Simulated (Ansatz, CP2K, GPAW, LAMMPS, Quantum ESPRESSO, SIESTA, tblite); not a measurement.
**SIESTA runs on amorphous 64SiO2-25Y2O3-11Al2O3 (mol %) (164 atoms)**

How do the settings of SIESTA change the result for amorphous 64SiO2-25Y2O3-11Al2O3 (mol %) (164 atoms)? A plane-wave run serves as the yardstick.

Calculated with SIESTA 5.4.2; the method is named at each step.

### 1. Set-up

The cell holds 164 atoms: 28 Si, 22 Y, 10 Al and 104 O. Cell: a = 13.195 Å, b = 13.195 Å, c = 13.195 Å, α = 90.0°, β = 90.0°, γ = 90.0°. 164 atoms (28 Si, 22 Er, 10 Al, 104 O) placed at random at 4.5 g/cm³, melted at 5000 K for 10 ps at fixed volume with the Morse and Coulomb pair potential with partial charges (Pedone, Malavasi, Menziani, Cormack and Segre, J. Phys. Chem. B 110, 11780 (2006)). Quenched from 5000 K to 300 K at 100 K/ps and fixed volume, held 10 ps at zero pressure, then minimised at fixed cell. Then Er was replaced by Y and the cell scaled by 1.01 (the potential has no terms for the new elements, so the cell is a start for a DFT relaxation).

The yardstick, on the same geometry:

| Property | Result |
| --- | --- |
| method | Kohn-Sham DFT, PBE, PAW, plane waves (Ansatz 0.2.0); cutoff 420 eV, Γ point, fermi-dirac smearing of 0.05 eV; PAW set soft_2 |
| r.m.s. force component | 0.7675 eV/Å |
| longest force | 2.59 eV/Å |
| pressure | 1.072 GPa |
| gap (highest filled to lowest empty level) | 2.983 eV |
| SCF cycles | 10 |
| time | 44 s on 8 threads of Arm Neoverse V2, shared host |
| CPU time | 5.5 min |

### 2. PBE, DZP, shift 0.01 Ry, mesh 500 Ry

Method: Kohn-Sham DFT, PBE, PseudoDojo 0.4.1 norm-conserving pseudopotentials (converted to PSML), numerical atomic orbitals (DZP), diagonalisation.

The .psml files are PseudoDojo norm-conserving potentials that we converted to this format, checked against plane waves on the same files for H, C, O, Si, Ge and Ca alone.

Input file input.fdf:

```
SystemLabel cell
NumberOfAtoms 164
NumberOfSpecies 4
%block ChemicalSpeciesLabel
  1 14 Si
  2 39 Y
  3 13 Al
  4 8 O
%endblock ChemicalSpeciesLabel
LatticeConstant 1.0 Ang
%block LatticeVectors
  13.19483 0.00000 0.00000
  0.00000 13.19483 0.00000
  0.00000 0.00000 13.19483
%endblock LatticeVectors
PAO.BasisSize DZP
PAO.EnergyShift 0.01 Ry
XC.Functional GGA
XC.Authors PBE
MeshCutoff 500 Ry
%block kgrid_Monkhorst_Pack
  1 0 0 0.0
  0 1 0 0.0
  0 0 1 0.0
%endblock kgrid_Monkhorst_Pack
SolutionMethod diagon
OccupationFunction FD
ElectronicTemperature 580 K
SCF.Mixer.Method Pulay
SCF.Mixer.Weight 0.15
SCF.Mixer.History 8
SCF.Mix Hamiltonian
MaxSCFIterations 300
SCF.DM.Tolerance 1e-04
SCF.H.Tolerance 1.0e-3 eV
WriteForces T
Write.HirshfeldPop T
Write.VoronoiPop T
Write.DM F
Write.H F
XML.Write F
AtomicCoordinatesFormat Fractional
%block AtomicCoordinatesAndAtomicSpecies
  0.88224 0.81920 0.96727 1
  0.24932 0.01023 0.47614 1
  0.81110 0.37556 0.36000 1
  0.36702 0.59283 0.26948 1
  0.62460 0.24786 0.84810 1
  0.59299 0.33479 0.44832 1
  0.63200 0.04625 0.94923 1
  0.19523 0.21575 0.11040 1
  0.08100 0.58847 0.09212 1
  0.95250 0.20975 0.43949 1
  0.46291 0.89709 0.93696 1
  0.91096 0.83145 0.43266 1
  0.19684 0.33253 0.82396 1
  0.77092 0.84883 0.76372 1
  0.26099 0.44264 0.11506 1
  0.69040 0.03944 0.66978 1
  0.31624 0.79660 0.53832 1
  0.91476 0.35248 0.69185 1
  0.68330 0.36849 0.66310 1
  0.78141 0.63234 0.67765 1
  0.75460 0.73083 0.15439 1
  0.50449 0.53896 0.72869 1
  0.65710 0.93294 0.23579 1
  0.15650 0.61422 0.53705 1
  0.55502 0.21028 0.11904 1
  0.87053 0.05328 0.97627 1
  0.52479 0.85287 0.43342 1
  0.56878 0.58363 0.12620 1
  0.98304 0.24996 0.95702 2
  0.95598 0.61162 0.33035 2
  0.88867 0.49200 0.91569 2
  0.42517 0.99899 0.67037 2
  0.98666 0.38888 0.16004 2
  0.72408 0.38426 0.08499 2
  0.29352 0.06173 0.89660 2
  0.01631 0.00378 0.35090 2
  0.12106 0.15173 0.61285 2
  0.44434 0.40148 0.94745 2
  0.15311 0.78745 0.25910 2
  0.36527 0.43395 0.52243 2
  0.66023 0.63701 0.91151 2
  0.01921 0.70979 0.75783 2
  0.15475 0.80388 0.96368 2
  0.13256 0.39078 0.42372 2
  0.58761 0.08562 0.46100 2
  0.26696 0.57562 0.87295 2
  0.80776 0.16587 0.21869 2
  0.51770 0.61462 0.48234 2
  0.39862 0.80767 0.17241 2
  0.37374 0.21660 0.31961 2
  0.99168 0.91765 0.65576 3
  0.91276 0.12088 0.73380 3
  0.80426 0.04103 0.45395 3
  0.25923 0.02916 0.25455 3
  0.08086 0.50278 0.72160 3
  0.22009 0.84412 0.75030 3
[... 104 atom lines left out ...]
  0.47572 0.14810 0.19605 4
  0.12092 0.33272 0.91717 4
  0.75092 0.03965 0.96230 4
  0.61660 0.12504 0.85666 4
%endblock AtomicCoordinatesAndAtomicSpecies
```

The run is started by

```console
$ OMP_NUM_THREADS=1 mpirun -np 4 siesta < input.fdf > output.txt
```

The log of the run:

```text
Version         : 5.4.2
reinit: System Name:
reinit: System Label: cell
initatom: Reading input for the pseudopotentials and atomic orbitals ----------
Species number:   1 Atomic number:   14 Label: Si
Species number:   2 Atomic number:   39 Label: Y
Species number:   3 Atomic number:   13 Label: Al
Species number:   4 Atomic number:    8 Label: O
Ground state valence configuration (from tables):   3s02  3p02  3d00  4f00
Ground state valence configuration (from tables):   5s02  5p00  4d01  4f00
Ground state valence configuration (from tables):   3s02  3p01  3d00  4f00
Ground state valence configuration (from tables):   2s02  2p04  3d00  4f00
---- Processing specs for species: Si
GGA--PBE XC_GGA_X_PBE--XC_GGA_C_PBE pb
---- Processing specs for species: Y
GGA--PBE XC_GGA_X_PBE--XC_GGA_C_PBE pb
Semicore shell(s) with  8 electrons included in the valence for Y
---- Processing specs for species: Al
GGA--PBE XC_GGA_X_PBE--XC_GGA_C_PBE pb
---- Processing specs for species: O
GGA--PBE XC_GGA_X_PBE--XC_GGA_C_PBE pb
Semicore shell(s): 4s 4p
Fallback to non-perturbative polarization scheme for Y
Please see the manual if this is not desired in principle
Si pseudopotential only contains V_ls up to l=2 -- lmxkb reset.
Y pseudopotential only contains V_ls up to l=2 -- lmxkb reset.
Al pseudopotential only contains V_ls up to l=2 -- lmxkb reset.
O pseudopotential only contains V_ls up to l=2 -- lmxkb reset.
Using PAO.SplitTailNorm
%block ChemicalSpeciesLabel
    1   14 Si                      # Species index, atomic number, species label
    2   39 Y                       # Species index, atomic number, species label
    3   13 Al                      # Species index, atomic number, species label
    4    8 O                       # Species index, atomic number, species label
%endblock ChemicalSpeciesLabel
%block PAO.Basis                 # Define Basis set
Si                    2                    # Species label, number of l-shells
 n=3   0   2                         # n, l, Nzeta
   5.392      3.847
   1.000      1.000
 n=3   1   2 P   1                   # n, l, Nzeta, Polarization, NzetaPol
   6.844      4.952
[...]
Y                     5                    # Species label, number of l-shells
 n=4   0   1                         # n, l, Nzeta
   3.326
   1.000
 n=5   0   2                         # n, l, Nzeta
[...]
3.843
   1.000
[...]
8.245
   1.000
[...]
Al                    2                    # Species label, number of l-shells
 n=3   0   2                         # n, l, Nzeta
[...]
n=3   1   2 P   1                   # n, l, Nzeta, Polarization, NzetaPol
[...]
O                     2                    # Species label, number of l-shells
 n=2   0   2                         # n, l, Nzeta
[...]
n=2   1   2 P   1                   # n, l, Nzeta, Polarization, NzetaPol
   4.300      2.782
   1.000      1.000
%endblock PAO.Basis
coor:   Atomic-coordinates input format  =     Fractional
siesta: System type = bulk
initatomlists: Number of atoms, orbitals, and projectors:    164  2264  2432
siesta: ******************** Simulation parameters ****************************
Total number of electrons:  1008.000000
Total ionic charge:  1008.000000
 Kpoints in:            1 . Kpoints trimmed:            1
siesta: k-grid: Number of k-points = 1
siesta: k-points from Monkhorst-Pack grid
siesta: k-cutoff (effective) =     6.597 Ang
siesta: k-point supercell and displacements
siesta: k-grid:     1     0     0      0.000
siesta: k-grid:     0     1     0      0.000
siesta: k-grid:     0     0     1      0.000
                     ====================================
                        Single-point calculation
                     ====================================
outcell: Unit cell vectors (Ang):
       13.194830    0.000000    0.000000
        0.000000   13.194830    0.000000
        0.000000    0.000000   13.194830
outcell: Cell vector modules (Ang)   :   13.194830   13.194830   13.194830
outcell: Cell angles (23,13,12) (deg):     90.0000     90.0000     90.0000
outcell: Cell volume (Ang**3)        :   2297.2666
Gamma-point calculation with multiply-connected orbital pairs
Gamma-point calculation with multiply-connected orbital pairs
Folding of H and S implicitly performed
Folding of H and S implicitly performed
new_DM -- step:     1
Initializing Density Matrix...
Attempting to read DM from file... Failed...
DM filled with atomic data:
InitMesh: MESH = 180 x 180 x 180 = 5832000
InitMesh: Mesh cutoff (required, used) =   500.000   514.327 Ry
stepf: Fermi-Dirac step function
        iscf     Eharris(eV)        E_KS(eV)     FreeEng(eV)     dDmax    Ef(eV) dHmax(eV)
   scf:    1   -74832.698749   -75106.545354   -75106.545354  1.854312 -5.912549 13.355020
   scf:    2   -75292.148373   -75207.798211   -75207.798211  0.096796 -5.407570  7.410884
   scf:    3   -75274.422635   -75263.404644   -75263.404644  0.103857 -4.653651  2.997478
[...]
scf:   12   -75265.160566   -75265.160562   -75265.160562  0.000103 -4.836468  0.000966
   scf:   13   -75265.160564   -75265.160563   -75265.160563  0.000038 -4.836480  0.000558
SCF Convergence by DM+H criterion
max |DM_out - DM_in|         :     0.0000376720
max |H_out - H_in|      (eV) :     0.0005575668
SCF cycle converged after 13 iterations
Using DM_out to compute the final energy and forces
siesta: E_KS(eV) =           -75265.1606
siesta: E_KS - E_eggbox =    -75265.1606
siesta: Atomic forces (eV/Ang):
     1   -0.785454    0.803581   -1.301780
     2   -0.545664   -0.855192    0.389786
     3   -0.318877   -0.989490   -0.227530
[...]
163    0.102008   -0.593039    0.139833
   164   -0.304747   -0.675946   -1.652290
----------------------------------------
   Tot   -0.009419   -0.013156    0.005168
----------------------------------------
   Max    2.661856
   Res    0.940377    sqrt( Sum f_i^2 / 3N )
----------------------------------------
   Max    2.661856    constrained
Stress tensor Voigt[x,y,z,yz,xz,xy] (kbar):      -25.94      -39.68      -14.89       -1.36        1.71       -9.13
(Free)E + p*V (eV/cell)   -75226.6789
Target enthalpy (eV/cell)   -75265.1606
siesta: Program's energy decomposition (eV):
siesta: Ebs     =    -17103.363296
siesta: Eions   =    112925.064899
siesta: Ena     =     19872.631179
siesta: Ekin    =     40424.270419
siesta: Enl     =     -4573.278996
siesta: DEna    =       146.486115
siesta: DUscf   =        68.362370
siesta: Ex      =    -17000.609426
siesta: Ec      =     -1277.957325
siesta: Exc     =    -18278.566750
siesta: Eharris =    -75265.160564
siesta: Etot    =    -75265.160563
siesta: FreeEng =    -75265.160563
siesta: Final energy (eV):
siesta:  Band Struct. =  -17103.363296
siesta:       Kinetic =   40424.270419
siesta:       Hartree =   23054.781283
siesta:         Exch. =  -17000.609426
siesta:         Corr. =   -1277.957325
siesta:   Exch.-corr. =  -18278.566750
siesta:  Ion-electron =  -84403.353735
siesta:       Ion-ion =  -36062.291778
siesta:         Total =  -75265.160563
siesta:         Fermi =      -4.836480
siesta: Stress tensor (static) (eV/Ang**3):
siesta:    -0.016189   -0.005696    0.001069
siesta:    -0.005696   -0.024768   -0.000846
siesta:     0.001069   -0.000846   -0.009297
siesta: Cell volume =       2297.266596 Ang**3
siesta: Pressure (static):
siesta:                Solid            Molecule  Units
siesta:           0.00018244          0.00006970  Ry/Bohr**3
siesta:           0.01675106          0.00639981  eV/Ang**3
siesta:          26.83815444         10.25362423  kBar
    Orbital volume contribution        =          84.943217 eV
    (Free)E + p_basis*V_orbitals       =      -75180.217346 eV
    (Free)Eharris+ p_basis*V_orbitals  =      -75180.217346 eV
Hirshfeld Atomic Populations:
Atom #   charge [q] valence [e]  Species
     1     0.422136    3.577864  Si
     2     0.353800    3.646200  Si
     3     0.430857    3.569143  Si
[...]
27     0.344329    3.655671  Si
    28     0.409274    3.590726  Si
    29     0.556655   10.443345  Y
    30     0.602152   10.397848  Y
    31     0.515404   10.484596  Y
[...]
49     0.540209   10.459791  Y
    50     0.700319   10.299681  Y
    51     0.362525    2.637475  Al
    52     0.379494    2.620506  Al
    53     0.308436    2.691564  Al
[...]
59     0.371910    2.628090  Al
    60     0.338036    2.661964  Al
    61    -0.376923    6.376923  O
    62    -0.219401    6.219401  O
    63    -0.272921    6.272921  O
[...]
163    -0.203714    6.203714  O
   164    -0.207252    6.207252  O
--------------------
 Total    -0.000005
```

Wall time 3.6 min (4 MPI ranks of Arm Neoverse V2, shared host); peak memory 4.5 GiB.

Banners and routine set-up lines are dropped from the logs; longer cuts are marked.

Against the reference:

```yaml
r_m_s_force_component: 0.9404 eV/Å
r_m_s_difference_of_force_components: 220.7 meV/Å
longest_difference_of_force_vectors: 762.4 meV/Å
force_difference_over_r_m_s_force: 28.76 %
slope_of_forces_against_the_reference_s: 1.209
correlation_of_force_components: 0.987
spacing_of_highest_filled_and_lowest_empty_level: 2.847 eV
gap_difference: -0.136 eV
pressure: 2.684 GPa
pressure_difference: 1.612 GPa
```

This run lies far from the reference at the same functional.

Length of the force difference by element (eV/Å):

```
element  atoms  mean  most
     Al     10  0.20  0.31
      O    104  0.42  0.76
     Si     28  0.20  0.43
      Y     22  0.15  0.27
```

Levels nearest the highest filled one (eV from it): -0.77, -0.69, -0.61, -0.60, -0.59, -0.50, -0.42, -0.33, -0.32, -0.20, -0.05, 0.00, 2.85, 3.04, 3.20, 3.32, 3.42, 3.46, 3.54, 3.58, 3.60, 3.66, 3.70, 3.73.

The surroundings of Y46, whose charge lies farthest from its element's mean, nearest first, numbered as they follow in the input and with coordinates relative to it.

```
atom      x      y      z  distance (Å)  bonds  Hirshfeld charge (e)     Fx     Fy  Fz (eV/Å)
 Y46   0.00   0.00   0.00          0.00      5                  0.73  -0.43  -0.35      -0.17
 O87  -0.69   2.01  -0.71          2.24      4                 -0.30  -0.18  -1.02       0.91
 O72   0.53  -1.24   1.81          2.26      3                 -0.27   0.84   0.71      -1.98
 O62  -1.01  -1.66  -1.26          2.32      3                 -0.22   1.26   1.48      -0.23
O121   2.03  -0.91  -0.78          2.36      3                 -0.27  -1.84  -0.50       1.55
O107  -1.52   0.83   1.79          2.49      3                 -0.27   1.49   0.96      -1.94
Al55  -2.46  -0.96  -2.00          3.31      4                  0.33  -0.94  -1.17       0.33
 O80  -3.29  -0.27  -0.63          3.36      3                 -0.32   0.35   1.05       0.42
Si13  -0.93  -3.21  -0.65          3.40      4                  0.34  -1.01  -0.54      -0.11
 Y38   2.34  -2.30   0.98          3.42      6                  0.55   0.97  -0.96       0.67
```

Forces lie 29 % from the reference's, at 2.6 times its CPU time (on 4 against 8 cores).

### 3. PBE, SZ, shift 0.02 Ry, mesh 500 Ry

Method: Kohn-Sham DFT, PBE, PseudoDojo 0.4.1 norm-conserving pseudopotentials (converted to PSML), numerical atomic orbitals (SZ), diagonalisation.

input.fdf: that of step 2 with these lines changed.

```diff
@@ -15,4 +15,4 @@
 %endblock LatticeVectors
-PAO.BasisSize DZP
-PAO.EnergyShift 0.01 Ry
+PAO.BasisSize SZ
+PAO.EnergyShift 0.02 Ry
 XC.Functional GGA
```

The run is started by

```console
$ OMP_NUM_THREADS=1 mpirun -np 2 siesta < input.fdf > output.txt
```

The log of the run:

```text
Version         : 5.4.2
reinit: System Name:
reinit: System Label: cell
initatom: Reading input for the pseudopotentials and atomic orbitals ----------
Species number:   1 Atomic number:   14 Label: Si
Species number:   2 Atomic number:   39 Label: Y
Species number:   3 Atomic number:   13 Label: Al
Species number:   4 Atomic number:    8 Label: O
[... lines left out ...]
SCF Convergence by DM+H criterion
[... lines left out ...]
SCF cycle converged after 14 iterations
[... lines left out ...]
   Max    5.925500
[... lines left out ...]
   Max    5.925500    constrained
Stress tensor Voigt[x,y,z,yz,xz,xy] (kbar):       -9.08      -26.82       -0.21       -0.10        0.43       -7.40
[... lines left out ...]
siesta: FreeEng =    -74938.803078
[... lines left out ...]
siesta:         Fermi =      -2.392340
[... lines left out ...]
siesta:          12.03563848        -37.59012747  kBar
[... lines left out ...]
    (Free)Eharris+ p_basis*V_orbitals  =      -74906.709845 eV
Hirshfeld Atomic Populations:
Atom #   charge [q] valence [e]  Species
     1     0.545549    3.454451  Si
     2     0.506356    3.493644  Si
     3     0.566827    3.433173  Si
[...]
27     0.478705    3.521295  Si
    28     0.548182    3.451818  Si
    29     0.521179   10.478821  Y
    30     0.572878   10.427122  Y
    31     0.505367   10.494633  Y
[...]
49     0.500442   10.499558  Y
    50     0.677250   10.322750  Y
    51     0.412421    2.587579  Al
    52     0.416536    2.583464  Al
    53     0.362776    2.637224  Al
[...]
59     0.412602    2.587398  Al
    60     0.374824    2.625176  Al
    61    -0.358599    6.358599  O
    62    -0.249355    6.249355  O
    63    -0.274429    6.274429  O
[...]
163    -0.266381    6.266381  O
   164    -0.270727    6.270727  O
--------------------
 Total     0.000017
```

Elapsed: 1.7 min, on 2 MPI ranks; peak memory 1.9 GiB; 3.4 min of CPU time.

Against the reference:

| Quantity | Value |
| --- | --- |
| r.m.s. force component | 1.886 eV/Å |
| r.m.s. difference of force components | 1315 meV/Å |
| longest difference of force vectors | 4334 meV/Å |
| force difference over r.m.s. force | 171.3 % |
| slope of forces against the reference's | 2.052 |
| correlation of force components | 0.8351 |
| gap (highest filled to lowest empty level) | 2.286 eV |
| gap difference | -0.6967 eV |
| pressure | 1.204 GPa |
| pressure difference | 0.1316 GPa |

This is a coarse setting, run to see what it loses.

Against the first run (29 %), the force difference from the reference is 171 %, at 0.23 times the CPU time (on 2 against 4 cores).

[end of part 1 of 2]

[Long decimals in the printed logs are rounded to 6 places.]

[Also dropped from logs without a mark: lines with file paths, logging warnings of Python, QE's lines on negative density and diagonalisation, SIESTA's first energy breakdown, zero terms and Voronoi charges.]

[Logs are printed without paths, hosts, clocks, repeated set-up lines and the standing remarks that a program may print on its own settings, such as how far it seeks lower states.]

[Hosts, paths, dates, database ids (printed as entryN), source tags and the programs' standing remarks are cut or masked in the printed files.]

[Most failed runs of this program on this cell are left out, timed-out ones always.]
